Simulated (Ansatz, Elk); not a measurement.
## Bonding as seen by X-rays: RbCd4N3

The structure of RbCd4N3 used here is made up (a known structure type with other elements) and was relaxed beforehand with PBEsol. The aim is the Fourier transform of its all-electron density, F(hkl), set beside the sum over free spherical atoms that refinements use.

Program: Elk 11.2.3 (patched build). Level of theory: DFT, PBE, all-electron APW+lo, Dirac cores, scalar-relativistic bands, static density, no spin. Results are calculated unless marked as measured.

This account leaves out most program logs.

The structure was built from a prototype and need not be the compound's stable phase.

## Step 1: The structure

The structure is trigonal, space group R-3m (No. 166). The conventional cell has a = 3.787 Å, b = 3.787 Å, c = 33.877 Å, α = 90.00°, β = 90.00°, γ = 120.00°. Nearest to Cd lie 4 N at 2.31 to 2.42 Å. Nearest to Cd lie 3 N at 2.20 Å. Rb has 6 N at 3.18 Å nearest. N has 6 Cd at 2.42 Å nearest. Nearest to N lie 4 Cd at 2.20 to 2.31 Å and 3 Rb at 3.18 Å. Farther neighbours and most contacts between anions are not listed.

## Step 2: Ground state and structure factors

An all-electron density is needed, since X-rays see the cores too. Task 0 finds the density and task 195 Fourier-transforms it; tshift is off so that phases refer to the origin typed.

elk.in

```
tasks
  0
  195

xctype
  20

spinpol
  .false.

rgkmax
  7.0

gmaxvr
  14.0

lmaxo
  7

lmaxapw
  8

swidth
  0.002

tshift
  .false.

ramdisk
  .false.

hmaxvr
  5.5

maxscl
  120

epspot
  1e-06

sppath
  './'

avec
  3.57840317858 2.06599203873 21.33926615195
  -3.57840317858 2.06599203873 21.33926615195
  -0.00000000000 -4.13198407654 21.33926615204

atoms
  3
  'Cd.in'
  4
  0.6971368749 0.6971368749 0.6971368749   0.000000 0.000000 0.000000
  0.3028631251 0.3028631251 0.3028631251   0.000000 0.000000 0.000000
  0.9093485584 0.9093485584 0.9093485584   0.000000 0.000000 0.000000
  0.0906514416 0.0906514416 0.0906514416   0.000000 0.000000 0.000000
  'Rb.in'
  1
  0.5000000000 0.5000000000 0.5000000000   0.000000 0.000000 0.000000
  'N.in'
  3
  0.0000000000 0.0000000000 0.0000000000   0.000000 0.000000 0.000000
  0.7653509200 0.7653509200 0.7653509200   0.000000 0.000000 0.000000
  0.2346490800 0.2346490800 0.2346490800   0.000000 0.000000 0.000000

ngridk
  7 7 7
```

The run is started by

```bash
OMP_NUM_THREADS=4 elk
```

Elapsed: 2.6 min, on 4 threads of Arm Neoverse V2, shared host; peak memory 0.54 GiB; 8 min of CPU time.

SFACRHO.OUT:

```text

h k l indices transformed by vhmat matrix:
   1.000000000       0.000000000       0.000000000    
   0.000000000       1.000000000       0.000000000    
   0.000000000       0.000000000       1.000000000    

      h      k      l  multipl.   |H|            Re(F)            Im(F)           |F|

      0      0      0      1   0.0000000       250.00000      0.30829888E-15   250.00000    
      1      1      1      2  0.29444243       33.080309      0.87027152E-13   33.080309    
     -2     -2     -2      2  0.58888485      -20.224195     -0.12930921E-13   20.224195    
      3      3      3      2  0.88332728       4.3839518      0.58291772E-13   4.3839518    
      0      0     -1      6   1.0184880       18.216690      0.49260652E-14   18.216690    
      0      1      1      6   1.0325776      -4.6620349     -0.66604507E-13   4.6620349    
     -1     -1     -2      6   1.0871116       13.066249      0.20525272E-15   13.066249    
     -2     -1     -2      6   1.1262806      -179.37081     -0.21551535E-12   179.37081    
      4      4      4      2   1.1777697       54.662922     -0.50369017E-12   54.662922    
      2      2      3      6   1.2246217      -26.225855      0.23809315E-12   26.225855    
      2      3      3      6   1.2822606      -40.118670     -0.89900690E-13   40.118670    
      4      3      3      6   1.4110200       166.75368     -0.38587511E-12   166.75368    
     -5     -5     -5      2   1.4722121      -152.96069     -0.33692233E-12   152.96069    
      4      3      4      6   1.4809689       6.6187721     -0.37212318E-12   6.6187721    
     -4     -5     -4      6   1.6296164       82.414107      0.15691570E-12   82.414107    
     -5     -4     -5      6   1.7075534       24.927316      0.23809315E-13   24.927316    
      0      1     -1      6   1.7558629       178.22367      0.11159540E-13   178.22367    
     -6     -6     -6      2   1.7666546      -83.014264     -0.55418233E-13   83.014264
```

Elk indexes on the primitive cell of elk.in and gives |H| = 4π sin θ/λ in inverse bohr. Below, one row stands for each form hkl of the conventional cell (m members, Friedel mates merged), F is for one primitive cell and the density is static (no thermal factor). Free-atom factors are Waasmaier and Kirfel's, and R is Σm||F|−|F'||/Σm|F|.

| hkl | m | sin θ/λ (Å⁻¹) | abs F, DFT | neutral atoms | diff. |
| --- | --- | --- | --- | --- | --- |
| 003 | 2 | 0.044 | 33.080 | 33.155 | -0.075 |
| 006 | 2 | 0.089 | 20.224 | 20.048 | +0.176 |
| 009 | 2 | 0.133 | 4.384 | 3.372 | +1.012 |
| 101 | 6 | 0.153 | 18.217 | 17.898 | +0.319 |
| 012 | 6 | 0.155 | 4.662 | 4.367 | +0.295 |
| 104 | 6 | 0.164 | 13.066 | 12.055 | +1.011 |
| 015 | 6 | 0.169 | 179.371 | 180.272 | -0.901 |
| 0 0 12 | 2 | 0.177 | 54.663 | 54.415 | +0.248 |
| 107 | 6 | 0.184 | 26.226 | 26.087 | +0.138 |
| 018 | 6 | 0.193 | 40.119 | 40.800 | -0.681 |
| 1 0 10 | 6 | 0.212 | 166.754 | 166.984 | -0.230 |
| 0 0 15 | 2 | 0.221 | 152.961 | 153.090 | -0.129 |
| 0 1 11 | 6 | 0.223 | 6.619 | 6.855 | -0.236 |
| 1 0 13 | 6 | 0.245 | 82.414 | 82.454 | -0.040 |
| 0 1 14 | 6 | 0.257 | 24.927 | 24.860 | +0.068 |
| 110 | 6 | 0.264 | 178.224 | 178.316 | -0.092 |
| 0 0 18 | 2 | 0.266 | 83.014 | 83.225 | -0.210 |
| 113 | 12 | 0.268 | 24.233 | 24.278 | -0.045 |

## Step 3: The highest occupied states alone

An energy window below the Fermi level keeps the highest occupied states, to see at which angles they scatter; shallow core shells can lie inside it and anion s states outside. No new self-consistency is needed.

Edit elk.in of step 2 so:

```diff
@@ -1,3 +1,2 @@
 tasks
-  0
   195
@@ -40,2 +39,5 @@
 
+wsfac
+  -0.337400 0.513840
+
 sppath
```

The run is started by

```bash
OMP_NUM_THREADS=4 elk
```

It took 23 s on 4 threads; peak memory 0.35 GiB; 33 s of CPU time.

States within 15 eV below the Fermi level hold 70.00 electrons; any levels below the window count with the cores. Their amplitudes can exceed the total, where window and core parts have opposite phase:

| hkl | sin θ/λ (Å⁻¹) | abs F, window | abs F, all |
| --- | --- | --- | --- |
| 003 | 0.044 | 11.731 | 33.080 |
| 006 | 0.089 | 9.163 | 20.224 |
| 009 | 0.133 | 10.692 | 4.384 |
| 101 | 0.153 | 8.781 | 18.217 |
| 012 | 0.155 | 5.749 | 4.662 |
| 104 | 0.164 | 7.291 | 13.066 |
| 015 | 0.169 | 22.830 | 179.371 |
| 0 0 12 | 0.177 | 10.704 | 54.663 |
| 107 | 0.184 | 2.506 | 26.226 |
| 018 | 0.193 | 2.955 | 40.119 |

## Step 4: Another functional

The difference from free atoms is small, so it is set against the change that LDA (Perdew-Wang) makes.

Edit elk.in of step 3 so:

```diff
@@ -1,2 +1,3 @@
 tasks
+  0
   195
@@ -4,3 +5,3 @@
 xctype
-  20
+  3
 
@@ -39,5 +40,2 @@
 
-wsfac
-  -0.337400 0.513840
-
 sppath
```

The run is started by

```bash
OMP_NUM_THREADS=4 elk
```

Run time: 100 s. Hardware: 4 threads; peak memory 0.46 GiB; 5.2 min of CPU time.

Against the first run R = 0.04 %; the largest change is -0.120 at 110.

## Step 5: Basis size

A smaller basis shows how fast F responds to it; the change is likely larger than the basis error of the first run, but doesn't show convergence.

Edit elk.in of step 4 so:

```diff
@@ -5,3 +5,3 @@
 xctype
-  3
+  20
 
@@ -11,3 +11,3 @@
 rgkmax
-  7.0
+  5.5
```

The run is started by

```bash
OMP_NUM_THREADS=4 elk
```

The job ended after 1.9 min (4 threads; peak memory 0.52 GiB; 5.2 min of CPU time).

Against the first run R = 0.07 %; the largest change is +0.144 at 205.

## Step 6: Settings against the effect

```csv
run,R against the first run (%),"R against neutral atoms, low angle (%)",wall time
"PBE, rgkmax 7",0.00,0.50,2.6 min
LDA (Perdew-Wang),0.04,0.53,100 s
rgkmax 5.5,0.07,0.55,1.9 min
```

## Step 7: Outcome

```
R against neutral atoms, sin θ/λ < 0.3 Å⁻¹ : 0.50 %
R against neutral atoms, 0.3 to 0.63 Å⁻¹   : 0.18 %
```

In words: Independent neutral atoms miss the calculated amplitudes by R = 0.50 % below 0.3 Å⁻¹ and 0.18 % from there to 0.63 Å⁻¹; by shells, 2.19 % below 0.15 Å⁻¹ (3 forms), 0.47 % 0.15 to 0.3 (19 forms), 0.18 % 0.3 to 0.45 (40 forms), 0.18 % above 0.45 (87 forms). Bonding, aspherical density and the tables' own atoms all enter these figures, and the runs don't part them. The largest change of an amplitude is +1.01 electrons, at 009. Weak lines can change much in proportion: 009 goes from 3.37 to 4.38. The window's part falls from 70.0 electrons at the origin to at most 2.86 between 0.45 and 0.63 Å⁻¹, where compact states inside the window still scatter. The window holds more than the 64 outer electrons of the free atoms, so shallow core shells lie inside it. Below 0.3 Å⁻¹ the changes that finished (LDA (Perdew-Wang) and rgkmax 5.5) move F by R = 0.11 % at most, against the 0.50 % that separates it from free atoms. The k-mesh has no finished test. Part of the difference isn't bonding: the tables are fits to free atoms and ions calculated by other methods than this functional. Thermal motion, anomalous dispersion and extinction are left out.

[Logs are printed without paths, hosts, clocks, repeated set-up lines and the standing remarks that a program may print on its own settings, such as how far it seeks lower states.]

[Hosts, paths, dates, database ids (printed as entryN), source tags and the programs' standing remarks are cut or masked in the printed files.]
